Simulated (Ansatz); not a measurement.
## Ir (Fm-3m, 1 atom in the cell): phonons and vibrational spectra

The cell of Ir (Fm-3m, 1 atom in the cell) is at rest. What are its phonons?

Main program and level: Ansatz 0.2.0; DFT PBEsol, scalar-relativistic, plane waves, PAW; PAW set soft_1.

The database entry behind the starting cell differs from later determinations by our own check (0.1 to 0.3 % short, probably kX units), so it need not match the best structure at ambient conditions.

**1. The structure**

It takes space group Fm-3m (No. 225, cubic). The conventional cell has a = 3.830 Å, b = 3.830 Å, c = 3.830 Å, α = 90.00°, β = 90.00°, γ = 90.00°. Nearest to Ir lie 12 Ir at 2.71 Å.

**2. Phonons on a q mesh**

The cell comes from relaxations at this level that are not shown. Stability and thermal properties need the whole zone. Linear response on a 4×4×4 q mesh gives force constants as far as a supercell of that size would.

Input file input.yaml:

```yaml
crystal:
  lattice:
    - [0.0, 1.9147623234, 1.9147623234]
    - [1.9147623234, 0.0, 1.9147623234]
    - [1.9147623234, 1.9147623234, 0.0]
  atoms:
    - { symbol: Ir, position: [0.0, 0.0, 0.0] }
kpoints:
  mp_grid: { grid: [20, 20, 20] }
hamiltonian:
  xc: pbesol
  pseudopotentials: { kind: paw, azcp: { folder: soft_1 }, xc_functional: pbe }
scf:
  occupations: { method: methfessel_paxton, width: 0.2 }
output:
  eigenvalues: true
phonons:
  method: dfpt
  qmesh: [4, 4, 4]
  temperatures: { t_max: 1000, t_step: 50 }
  qpath:
    path:
      - [[0.0, 0.0, 0.0], [0.5, 0.0, 0.5], [0.625, 0.25, 0.625]]
      - [[0.375, 0.375, 0.75], [0.0, 0.0, 0.0], [0.5, 0.5, 0.5], [0.5, 0.25, 0.75], [0.5, 0.0, 0.5]]
    npoints: 10
```

On the command line:

```
> ansatz run input.yaml --threads 4 --pin off --max-ram 10240MiB --backend cpu --events-out ev --progress --plain --runs-dir out
```

Numbers of over 12 decimals in the logs are rounded to 6 here.

The program printed:

```text
Engine: ansatz 0.2.0, aarch64-unknown-linux-gnu
Pseudopotentials: kind: paw
Pseudopotential: Ir, paw, valence charge 17, recommended cutoff 420 eV (normal), soft_1/Ir.paw.azcp
Functional definition: PBEsol
  exchange = pbesol_x
  correlation = pbesol_c
Crystal: 1 atoms, lattice volume = 14.040 Å³
Basis set: ecut = 420 eV, 283 PW (Γ), exchange–correlation on 40×40×40 points (8 copies of the dense FFT grid, shifted against one another)
Bands: 13, of which v1, the nominal top of the filled ones, is band 9 counted from 1 (8 counted from 0)
Symmetry: 48 space group operations
k-points: 256 of 8000
Non-local potential: Ir, projectors of the file, l = 0: 3, l = 1: 2, l = 2: 2, l = 3: 1
PAW form: soft (Blöchl's): semilocal exchange-correlation on the pseudo side does not see the compensation charge
PAW frozen core: Ir, regenerated for the run's functional, and the local potential with it (the file was generated under x = pbe(κ = 0.804, μ = 0.219515), c = pbe(β = 0.066725))
PAW one-centre angular grid: Ir, 590 points (default); XC on 64 Gauss nodes
Initial density: superposition of atomic densities (chi_scale 0.1, normalization cell)
Initial wavefunctions: pseudopotential atomic-orbital guess
Functional: x = pbesol(κ = 0.804, μ = 0.123457), c = pbesol(β = 0.046)
SCF iter   1: F=—  HF=-11800.555928 eV  |F-HF|=—  |Δ(HF+E_count)|=         —  Δρ=5.28e-2  dr2=2.94e-1  ethr=3.10e-3  ⟨swp⟩=5.0  Hψ=16406  notcnv=0
preconditioner: auto → none  [metal: Δε(μ)=0.018 eV  Ē_g=14.253 eV  σ=0.200 eV  W_gap=0.08  n_scr=0 (ndim 8)  ℏωp=29.7 eV  f_vac=0.000  D(μ)=0.53/eV (n_scr^D=0)]
SCF iter   2: F=—  HF=-11800.451781 eV  |F-HF|=—  |Δ(HF+E_count)|=   1.04e-1  S|Δr|=    0.00e0  Δρ=1.64e-2  dr2=8.23e-3  ethr=1.73e-3  ⟨swp⟩=2.6  Hψ=7337  notcnv=0  defer=46
SCF iter   3: F=—  HF=-11800.448970 eV  |F-HF|=—  |Δ(HF+E_count)|=   2.81e-3  S|Δr|=    0.00e0  Δρ=7.49e-3  dr2=1.79e-3  ethr=4.84e-5  ⟨swp⟩=1.2  Hψ=3670  notcnv=0  defer=46
SCF iter   4: F=—  HF=-11800.448288 eV  |F-HF|=—  |Δ(HF+E_count)|=   6.82e-4  S|Δr|=    0.00e0  Δρ=2.05e-4  dr2=1.91e-6  ethr=1.05e-5  ⟨swp⟩=1.0  Hψ=3282  notcnv=0  defer=46
SCF iter   5: F=—  HF=-11800.448284 eV  |F-HF|=—  |Δ(HF+E_count)|=   4.27e-6  S|Δr|=    0.00e0  Δρ=3.77e-5  dr2=1.05e-7  ethr=1.12e-8  ⟨swp⟩=2.0  Hψ=5472  notcnv=0  defer=46
SCF iter   6: F=—  HF=-11800.448284 eV  |F-HF|=—  |Δ(HF+E_count)|=   3.59e-8  S|Δr|=    0.00e0  Δρ=1.88e-6  dr2=2.41e-10  ethr=6.17e-10  ⟨swp⟩=2.1  Hψ=5383  notcnv=0  defer=46
SCF iter   7: F=-11800.448284 eV  HF=-11800.448284 eV  |F-HF|=3.64e-12  |Δ(HF+E_count)|=  4.73e-11  S|Δr|=    0.00e0  Δρ=2.14e-7  dr2=3.83e-12  ethr=1.00e-12  ⟨swp⟩=5.9  Hψ=13755  notcnv=0
SCF 1 converged in 7 iterations: F = -11800.448284 eV  dr2 = 3.83e-12
  greatest PAW one-centre occupation: 1.000 electrons in one spin orbital (limit 2), on the Ir atom at site 0 (counted from 0), in its partial waves of l = 0
NSCF: frozen V_eff on 256 k-points
NSCF: frozen V_eff on 641 k-points
DFPT response loops at q = (0, 0, 0) (fractional): preconditioner auto → Kerker (q_TF=auto, 2.817 Å⁻¹) (partly filled bands, converged f_vac=0.000); β = 1.00, the filter's whole step (`scf.mixing.beta` (0.50) is not read by the response loops under this deck's `scf.mixing.preconditioner`; to damp them name `kerker` or `kerker_dos`, under which they read `scf.mixing.beta`, and type it under 1.00, their step now; both keys bind the ground state too); Broyden in place of MSR1
NSCF: frozen V_eff on 8400 k-points
DFPT response loops at q = (0, 0, 0.25) (fractional): mixed as the last ones told, above
NSCF: frozen V_eff on 4224 k-points
DFPT response loops at q = (0, 0, -0.5) (fractional): mixed as the last ones told, above
NSCF: frozen V_eff on 4420 k-points
DFPT response loops at q = (0, 0.25, 0.25) (fractional): mixed as the last ones told, above
NSCF: frozen V_eff on 16000 k-points
DFPT response loops at q = (0, 0.25, -0.5) (fractional): mixed as the last ones told, above
NSCF: frozen V_eff on 8400 k-points
DFPT response loops at q = (0, 0.25, -0.25) (fractional): mixed as the last ones told, above
NSCF: frozen V_eff on 2332 k-points
DFPT response loops at q = (0, -0.5, -0.5) (fractional): mixed as the last ones told, above
NSCF: frozen V_eff on 4420 k-points
DFPT response loops at q = (0.25, -0.5, -0.25) (fractional): mixed as the last ones told, above
SCF converged after 7 iterations
Stability not checked: this state was not tested for a lower state beside it, because cold or Methfessel-Paxton smearing, or corrected tetrahedra, fill the levels in a way that the test cannot read (fill_not_monotonic; see scf.lower_state_search)
Free energy (F): -11800.448284 eV
Harris-Foulkes:  -11800.448284 eV  (|F-HF|=3.64e-12)
Internal energy: -11800.451159 eV  (E = F + TS)
E sigma→0 (E₀):  -11800.449003 eV
Entropy (-TS):   0.002875 eV (2.875 meV/atom)
Fermi energy:    25.824442 eV
--- Per-component energies (eV) ---
  E_band       = -82.486420
  E_kinetic    = 540.423681
  E_local      = -1091.092420  (includes V_loc(G=0)·N_el)
  E_nonlocal   = 193.024923
  E_hartree    = 407.395159
  E_xc         = -229.371131
  E_vxc        = -256.826136  (∫ρ·V_xc dr)
  E_paw        = -9129.940341  (= ΣΔE_a)
  E_vpaw       = -282.807072  (= ΣTr[D̂ρ^β])
  E_aug_tail   = 0.000360  (compensation charges beyond the density's cutoff)
  E_ewald      = -2491.156738
  E_core_change = 0.265348  (= ΣΔE_core)
  E_smearing   = 0.002875  (= −TS)
  E_closure    = 0.000000  (closes the sum)
  Σ components = -11800.448284   (vs F -11800.448284, Δ=0.00e0)
--- Band table (eV; the first three rows and the last of 256) ---
  k-point 0: bands = [... 5 lower, 21.9233, 21.9233, 21.9233, 24.6731, 24.6731, 39.4289, 44.9646, 44.9646]
  k-point 1: bands = [... 5 lower, 21.8612, 21.9727, 21.9727, 24.6398, 24.6398, 39.6266, 44.4221, 45.1535]
  k-point 2: bands = [... 5 lower, 21.6970, 22.1062, 22.1062, 24.5612, 24.5612, 40.1806, 43.2632, 45.7077]
  k-point 255: bands = [... 5 lower, 20.9185, 20.9185, 24.0322, 27.3934, 34.0370, 34.9238, 34.9238, 39.2325]
--- Phonons (Γ-DFPT): 1 representative perturbation + reference (Σ response iterations 3) ---
  ASR residual: 1.502e-4 → 0.000e0 eV/Å²; symmetrization residual: 7.124e-12 eV/Å²
  ASR residual per site (eV/Å²): 1.50e-4
  Γ frequencies (cm⁻¹): 0.00 0.00 0.00
--- Phonons (arbitrary-q DFPT): 8 irreducible q on the 4×4×4 mesh ---
  q = [0.0000, 0.0000, 0.0000] (star 1, of the zone-centre solve; hermiticity 1.33e-9, symmetrization 4.74e-8): 0.00 0.00 0.00
  q = [0.0000, 0.0000, 0.2500] (star 8, 1 solved perturbation on 4200 of 8000 k-point pairs; hermiticity 6.49e-14, symmetrization 4.47e-13): 88.48 88.48 170.15
  q = [0.0000, 0.0000, -0.5000] (star 4, 1 solved perturbation on 2112 of 8000 k-point pairs; hermiticity 5.66e-10, symmetrization 2.83e-10): 117.90 117.90 203.78
  q = [0.0000, 0.2500, 0.2500] (star 6, 2 solved perturbations in 3420 linear systems a pass and spin channel, the states on 2210 of 8000 k-point pairs; hermiticity 2.06e-14, symmetrization 3.32e-14): 117.08 117.08 184.67
  q = [0.0000, 0.2500, -0.5000] (star 24, 2 solved perturbations in 12200 linear systems a pass and spin channel, the states on 8000 of 8000 k-point pairs; hermiticity 7.67e-8, symmetrization 1.03e-8): 137.82 155.63 189.65
  q = [0.0000, 0.2500, -0.2500] (star 12, 2 solved perturbations in 6410 linear systems a pass and spin channel, the states on 4200 of 8000 k-point pairs; hermiticity 1.21e-14, symmetrization 1.41e-14): 129.51 143.53 190.65
  q = [0.0000, -0.5000, -0.5000] (star 3, 2 solved perturbations in 1807 linear systems a pass and spin channel, the states on 1166 of 8000 k-point pairs; hermiticity 5.05e-14, symmetrization 6.75e-14): 148.29 148.29 197.90
  q = [0.2500, -0.5000, -0.2500] (star 6, 2 solved perturbations in 3326 linear systems a pass and spin channel, the states on 2210 of 8000 k-point pairs; hermiticity 1.83e-14, symmetrization 1.64e-13): 166.31 168.76 168.76
  sum rule: each row above includes the acoustic sum rule's correction from the zone centre's row sums; it moved no ω² by more than (0.46 cm⁻¹)²
  mesh force constants: q→R imaginary residual 0.00e0; ASR residual 1.502e-4 → 0.000e0 eV/Å²; symmetrization residual 2.487e-14 eV/Å²
  interpolated dispersion: 62 rows × 3 modes
  density of states and harmonic sums: on the 28×28×28 q-mesh, interpolated from the force constants of a 4×4×4 supercell (no non-analytic term)
  largest difference from the sums on the solved wave vectors: F 1.07e-2 eV, S 1.48e-5 and C_V 4.03e-6 eV/K
  zero-point energy: 0.027940 eV/cell   skipped modes (ω ≤ 0): 3   left out of the sums: 4.56e-5 of the cell's modes: C_V's classical limit lies that fraction below 3 k_B per atom; for a crystal, a wire or a layer, F and S can be off by more, and a phonons.interpolated_qmesh denser along its periods is the remedy for the sampling
```

It took 2.1 min on 4 threads of Arm Neoverse V2, shared host; peak memory 3.6 GiB.

This step gave:

- volume per atom: 14.04 Å³
- gap on the k-mesh: 0 eV
- sum-rule residual before enforcement: 1.50e-4 eV/Å²
- lowest frequency on the path: 0 cm⁻¹
- highest frequency on the path or at a solved wavevector: 203.8 cm⁻¹
- mean frequency: 150.3 cm⁻¹
- Debye temperature (second moment): 286 K
- logarithmic mean frequency: 145.9 cm⁻¹
- lowest mode on the q mesh (acoustic modes at Γ apart): 88.48 cm⁻¹
- zero-point energy per atom: 27.94 meV
- heat capacity at 300 K: 23.84 J/(mol atoms K)
- vibrational entropy at 300 K: 34.41 J/(mol atoms K)

Frequencies (cm⁻¹) solved at each irreducible wavevector; negative means imaginary. Frequencies by wavevector, by row:

| q in reciprocal lattice units | star | mode 1 | mode 2 | mode 3 |
| --- | --- | --- | --- | --- |
| 0 0 0 | 1 | 0 | 0 | 0 |
| 0 0 0.25 | 8 | 88.5 | 88.5 | 170.2 |
| 0 0 -0.5 | 4 | 117.9 | 117.9 | 203.8 |
| 0 0.25 0.25 | 6 | 117.1 | 117.1 | 184.7 |
| 0 0.25 -0.5 | 24 | 137.8 | 155.6 | 189.7 |
| 0 0.25 -0.25 | 12 | 129.5 | 143.5 | 190.7 |
| 0 -0.5 -0.5 | 3 | 148.3 | 148.3 | 197.9 |
| 0.25 -0.5 -0.25 | 6 | 166.3 | 168.8 | 168.8 |

Interpolated from a 4×4×4 q mesh. The phonon branches at the labelled points (cm⁻¹):

| point | branch 1 | branch 2 | branch 3 |
| --- | --- | --- | --- |
| Γ | 0 | 0 | 0 |
| halfway | 117 | 117 | 185 |
| X | 148 | 148 | 198 |
| halfway | 148 | 155 | 193 |
| U | 146 | 170 | 179 |
| jump to K | 146 | 170 | 179 |
| halfway | 109 | 119 | 182 |
| Γ | 0 | 0 | 0 |
| halfway | 88 | 88 | 170 |
| L | 118 | 118 | 204 |
| halfway | 139 | 151 | 190 |
| W | 166 | 169 | 169 |
| halfway | 153 | 157 | 188 |
| X | 148 | 148 | 198 |

The phonon branches as a text plot (rows in cm⁻¹):

```
    200 |       *******                       *******          **
    191 |              **    ***                     **       *
    183 |      *         ****   *            *         **   **
    174 |                 *                 *            * *
    166 |    **          * *     *                      *****
    157 |              **   *                          *    ***
    149 |         *********  **            *          ***     ***
    140 |        *         **     **                 **
    132 |   *   *            ***                    **
    123 |                      **                 ***
    115 |      *                          *    ***
    106 |                       *             *
     98 |    **                  *  *        *
     89 |  *                     *          *
     81 |   *                     **     *
     72 |                         **       *
     64 |
     55 |  *                        **    *
     47 | *                         *   *
     38 |                                *
     30 | *                          *
     21 |                            *  *
     13 |
      4 |*                            **
         Γ           X  U|K            Γ         L        W     X
```

Tetrahedra on a 28×28×28 mesh, mean over bins of 2 cm-1. Interpolated from a 4×4×4 q mesh. The phonon density of states by wavenumber; read off at these points:

| wavenumber (cm⁻¹) | phonon density of states (1/cm⁻¹/cell) |
| --- | --- |
| 5.0 | 1.0e-5 |
| 10.0 | 2.5e-5 |
| 15.0 | 7.0e-5 |
| 20.0 | 1.6e-4 |
| 25.0 | 2.5e-4 |
| 30.0 | 3.8e-4 |
| 35.0 | 5.4e-4 |
| 40.0 | 7.2e-4 |
| 45.0 | 9.3e-4 |
| 50.0 | 0.00117 |
| 55.0 | 0.00147 |
| 60.0 | 0.00181 |
| 65.0 | 0.00221 |
| 70.0 | 0.00267 |
| 75.0 | 0.00321 |
| 80.0 | 0.00388 |
| 85.0 | 0.00465 |
| 90.0 | 0.00562 |
| 95.0 | 0.00678 |
| 100.0 | 0.00832 |
| 105.0 | 0.0103 |
| 110.0 | 0.0131 |
| 115.0 | 0.0174 |
| 120.0 | 0.0251 |
| 125.0 | 0.0275 |
| 130.0 | 0.0302 |
| 135.0 | 0.0337 |
| 140.0 | 0.0385 |
| 145.0 | 0.0465 |
| 147.0 | 0.0530 |
| 150.0 | 0.0441 |
| 155.0 | 0.0313 |
| 160.0 | 0.0254 |
| 165.0 | 0.0198 |
| 170.0 | 0.00987 |
| 175.0 | 0.00854 |
| 180.0 | 0.0206 |
| 185.0 | 0.0323 |
| 190.0 | 0.0559 |
| 191.0 | 0.0645 |
| 195.0 | 0.0423 |
| 200.0 | 0.0169 |
| 205.0 | 0 |

Second derivatives of the energy by pair, one row for each kind of neighbour of each atom listed. Each entry sums the pair over the periodic images of the supercell that the q mesh stands for, and in a polar crystal it holds the long-range dipole part too. Force constants by pair, by row:

| atom | neighbour | distance (Å) | third of the trace (eV/Å²) | along the pair's line (eV/Å²) |
| --- | --- | --- | --- | --- |
| Ir1 | itself | 0 | 16.73 | – |
| Ir1 | Ir | 2.708 | -0.9854 | -3.213 |
| Ir1 | Ir | 3.83 | -0.1123 | -1.04 |
| Ir1 | Ir | 4.69 | -0.136 | -0.3378 |
| Ir1 | Ir | 5.416 | -0.2223 | -0.6741 |
| Ir1 | Ir | 6.055 | 0.033 | 0.0334 |
| Ir1 | Ir | 6.633 | -0.0737 | -0.0737 |

Harmonic thermodynamic functions per atom, from the density of states. Interpolated from a 4×4×4 q mesh. Thermodynamic functions, by row:

| T (K) | F_vib (meV/atom) | S (J/mol-atom/K) | C_V (J/mol-atom/K) |
| --- | --- | --- | --- |
| 0 | 27.94 | 0 | 0 |
| 50 | 27.63 | 2.491 | 6.97 |
| 100 | 24.21 | 10.93 | 17.07 |
| 200 | 5.09 | 24.97 | 22.57 |
| 300 | -25.97 | 34.41 | 23.84 |
| 400 | -65.39 | 41.35 | 24.32 |
| 500 | -111.2 | 46.8 | 24.54 |
| 600 | -162.1 | 51.29 | 24.66 |
| 700 | -217.2 | 55.09 | 24.74 |
| 800 | -276.1 | 58.4 | 24.78 |
| 900 | -338.2 | 61.32 | 24.82 |
| 1000 | -403.1 | 63.94 | 24.84 |

Harmonic mean-square displacement, third of the trace. Interpolated from a 4×4×4 q mesh. Mean square displacements, by row:

| T (K) | Ir1 U_eq (Å²) |
| --- | --- |
| 0 | 6.30e-4 |
| 100 | 9.00e-4 |
| 300 | 0.00218 |
| 600 | 0.00426 |

Symmetry leaves 8 wavevectors to solve. The lowest mode among them, the acoustic zeros apart, lies at q = (0, 0, 0.25) and is real, 88.5 cm⁻¹.

**3. What came out**

```
space group (within 0.01 Å)                             : Fm-3m
volume per atom                                         : 14.0 Å³
electronic character                                    : no gap on this mesh
lowest mode on the q mesh (acoustic modes at Γ apart)   : 88.5 cm⁻¹
highest frequency on the path or at a solved wavevector : 204 cm⁻¹
zero-point energy per atom                              : 27.9 meV
heat capacity at 300 K                                  : 23.8 J/(mol atoms K)
vibrational entropy at 300 K                            : 34.4 J/(mol atoms K)
Debye temperature (second moment)                       : 286 K
imaginary modes on the 4×4×4 q mesh                     : none
```

What this shows: The structure is a minimum as far as tested: no mode is imaginary at the 8 irreducible wavevectors of the 4×4×4 mesh, and the softest away from the acoustic zeros lies at 88 cm⁻¹. With no gap, or one that is small against the smearing, the frequencies hang on the k mesh and the smearing, most of all near Kohn anomalies. Spin-orbit coupling is left out, which can matter for the heavy elements here. The PAW files were made for PBE and serve the other functionals too. These are harmonic frequencies at zero temperature: anharmonic shifts, linewidths and thermal expansion are left out.

[Logs are printed without paths, hosts, clocks, repeated set-up lines and the standing remarks that a program may print on its own settings, such as how far it seeks lower states.]

[Hosts, paths, dates, database ids (printed as entryN), source tags and the programs' standing remarks are cut or masked in the printed files.]
